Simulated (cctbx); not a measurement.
# Interatomic vectors of Ta6Tl7

Space group R-3m (no. 166), a = 5.7160 Å, b = 5.7160 Å, c = 31.2010 Å, α = 90.00°, β = 90.00°, γ = 120.00°, content Tl21 Ta18.

The data are simulated with cctbx, not measured: Mo Kα, λ = 0.71073 Å, to d = 0.77 Å, 70 % of the full sphere, strongest reflection 20000 counts, noise from counting, a 2 % proportional error and a noise floor of 8 counts (s.d.); no absorption.

Patterson synthesis from sharpened amplitudes, origin scaled to 1000:

```text
Patterson group R -3 m :H
      u       v       w   height  length (A)
  0.000   0.000   0.000   1000.0     0.00
  0.000   0.000   0.183    356.4     5.72
  0.000   0.500   0.000    332.1     2.86
  0.003   0.502   0.244    255.9     8.15
  0.000   0.000   0.104    171.9     3.24
  0.004   0.502   0.815    166.9     6.45
 -0.006   0.497   0.408    166.0    13.04
 -0.001   0.499   0.055    163.6     3.34
  0.000   0.000   0.450    157.0    14.05
  0.000   0.000   0.345    149.6    10.76
  0.000   0.000   0.489    134.6    15.24
  0.008   0.504   0.423    124.6    13.50
  0.008   0.504   0.145    121.8     5.35
  0.000   0.000   0.384    102.0    11.98
```

Q: Assign the vectors.

A peak at u stands for all pairs with xi − xj = u, with weight Σ ZiZj against Σ Z² = 233703 at the origin. Peak heights follow these weights only roughly, since form factors, motion and series ripples differ, all vectors within 0.55 Å of a peak are counted as merged into it though the farther ones add only part of their weight, and F(000) is left out, which lowers the whole map:

| u | v | w | shortest length (Å) | height | 1000 ΣZiZj/ΣZ² | pairs in the cell |
| --- | --- | --- | --- | --- | --- | --- |
| 0.000 | 0.000 | 0.183 | 5.71 | 356 | 541 | 9 × Tl–Tl, 6 × Tl–Ta, 6 × Ta–Ta |
| 0.000 | 0.500 | 0.000 | 2.86 | 332 | 337 | 12 × Tl–Tl |
| 0.003 | 0.502 | 0.244 | 3.25 | 256 | 304 | 12 × Tl–Ta |
| 0.000 | 0.000 | 0.104 | 3.24 | 172 | 205 | 9 × Ta–Ta |
| 0.004 | 0.502 | 0.815 | 4.91 | 167 | 168 | 6 × Tl–Tl |
| -0.006 | 0.497 | 0.408 | 2.84 | 166 | 168 | 6 × Tl–Tl |
| -0.001 | 0.499 | 0.055 | 3.33 | 164 | 304 | 12 × Tl–Ta |
| 0.000 | 0.000 | 0.450 | 4.91 | 157 | 152 | 6 × Tl–Ta |
| 0.000 | 0.000 | 0.345 | 3.32 | 150 | 220 | 6 × Tl–Ta, 3 × Ta–Ta |
| 0.000 | 0.000 | 0.489 | 5.87 | 135 | 137 | 6 × Ta–Ta |

The table stops at ten peaks or at a height of 45, below which ripples compete. In the model behind the data Tl, the heaviest element, has 2 independent sites: (0.8300, 0.1700, 0.2601) and (0, 0, 0), up to an allowed shift of origin; the Tl–Tl vectors are differences of these positions and their symmetry mates. Elements of similar Z can't be told apart from the map alone. The whole model:

| atom | mult. | x | y | z | Ueq (Å²) |
| --- | --- | --- | --- | --- | --- |
| Tl1 | 18 | 0.8300 | 0.1700 | 0.2601 | 0.0116 |
| Tl2 | 3 | 0 | 0 | 0 | 0.0135 |
| Ta1 | 6 | 1/3 | 2/3 | 0.1165 | 0.0160 |
| Ta2 | 6 | 1/3 | 2/3 | 0.0123 | 0.0144 |
| Ta3 | 6 | 0 | 0 | 0.1659 | 0.0171 |

This is a model crystal, built by substitution and not relaxed, with assumed displacement parameters.

[Logs are printed without paths, hosts, clocks, repeated set-up lines and the standing remarks that a program may print on its own settings, such as how far it seeks lower states.]
